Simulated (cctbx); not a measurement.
# Mg11In6S3 across an absorption edge

Space group I4/mcm (no. 140), a = 13.2540 Å, b = 13.2540 Å, c = 9.3820 Å, α = 90.00°, β = 90.00°, γ = 90.00°.

| atom | mult. | x | y | z | Ueq (Å²) |
| --- | --- | --- | --- | --- | --- |
| In1 | 8 | 0.9342 | 0.5658 | 0 | 0.0161 |
| In2 | 16 | 0.7411 | 0.5009 | 1/2 | 0.0195 |
| S1 | 8 | 1/4 | 3/4 | 3/4 | 0.0264 |
| S2 | 4 | 0 | 0 | 3/4 | 0.0312 |
| Mg1 | 16 | 0.8759 | 0.3759 | 0.8033 | 0.0335 |
| Mg2 | 16 | 0.6273 | 0.6273 | 1/4 | 0.0295 |
| Mg3 | 4 | 0 | 0 | 1/2 | 0.0317 |
| Mg4 | 8 | 0.7707 | 0.2707 | 1/2 | 0.0282 |

The model is made up (kin elements in a known structure type, no relaxation), so it says nothing on whether the phase exists.

Calculated with cctbx: free-atom f′ and f″ from the Sasaki tables, no fine structure; amplitudes in electrons.

```csv
E (eV),F 1 4 1,F 2 2 0,F 0 2 0,F 1 3 0
27340,76.5,222.7,133.4,39.7
27690,74.2,213.3,129.1,37.2
27820,72.2,205.2,125.5,35.0
27880,70.4,197.5,122.0,33.0
27910,68.5,189.9,118.6,31.0
27925,66.7,182.5,115.2,29.0
27932,65.1,175.7,112.2,27.2
27936,63.6,169.5,109.4,25.5
27944,61.6,163.1,105.7,25.0
27948,64.4,174.5,111.0,27.8
27955,66.9,184.7,115.6,30.4
27970,69.0,193.3,119.6,32.6
28000,71.0,201.6,123.4,34.7
28090,73.7,212.3,128.3,37.5
28340,76.5,223.9,133.6,40.5
```

**Question.** Which edge is crossed, and why do the reflections move as they do?

The K edge of In. The edge is at 27940 eV. f′ of In falls from -4.8 e at 27820 eV to -7.8 e at 4 eV below it, and f″ steps from 0.56 to 3.58 e across it. Over that approach |F| changes by -12 % (1 4 1), -17 % (2 2 0), -13 % (0 2 0) and -27 % (1 3 0): a reflection falls where In scatters in phase with the total and rises where it scatters against it; it hardly moves where the In term is small or cancels by symmetry. Above the edge the larger f″ enters the imaginary part, where it can add to or cancel the other atoms' f″. The structure is centrosymmetric, so Friedel mates stay equal.

[Logs are printed without paths, hosts, clocks, repeated set-up lines and the standing remarks that a program may print on its own settings, such as how far it seeks lower states.]
